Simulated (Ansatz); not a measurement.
In doubt: masses and optical values from hybrid runs of this build are listed as unsure, which bears on the screening that GW takes from such a start.

Rows from a G0W0 calculation on MgH2 (P4_2/mnm) (Ansatz 0.2.0; G0W0 on PBE0, plane waves, PAW; 4×4×6 mesh, 366 empty bands, screening to 190 eV, hard PAW files), in eV. Spin-orbit coupling is left out.

| row | k | band | start | Σx | Σc at the solution | Vxc |
| --- | --- | --- | --- | --- | --- | --- |
| A | (0.000, 0.250, 0.000) | c1 | 7.187 | -4.323 | -3.357 | -7.869 |
| B | (0.000, 0.250, 0.000) | c2 | 8.977 | -3.894 | -3.578 | -7.613 |
| C | (0.000, 0.250, 0.000) | v2 | -0.663 | -15.394 | 1.968 | -12.560 |
| D | (-0.500, -0.500, -0.500) | c1 | 6.335 | -5.050 | -3.364 | -8.657 |
| E | (0.000, 0.250, 0.000) | v1 | 0.576 | -15.352 | 1.652 | -12.832 |
| F | (-0.500, -0.500, -0.500) | v1 | -0.404 | -15.103 | 1.887 | -12.331 |

Q: Give the quasiparticle energies and the shift of each level.

The quasiparticle equation reads E = start + Σx + Σc(E) − Vxc.

| row | E (eV) | shift (eV) |
| --- | --- | --- |
| A | 7.376 | +0.189 |
| B | 9.118 | +0.141 |
| C | -1.529 | −0.866 |
| D | 6.579 | +0.244 |
| E | -0.293 | −0.869 |
| F | -1.290 | −0.886 |

The gap over the computed points goes from 5.76 eV to 6.87 eV.

Limits: not at the basis limit.

[Runs of the session that timed out or met a known fault of the program may be left out.]

[Cells called generated may have been cut or substituted from an entry of the Crystallography Open Database or the Materials Project.]

[Hosts, paths, dates, database ids (printed as entryN), source tags and the programs' standing remarks are cut or masked in the printed files.]
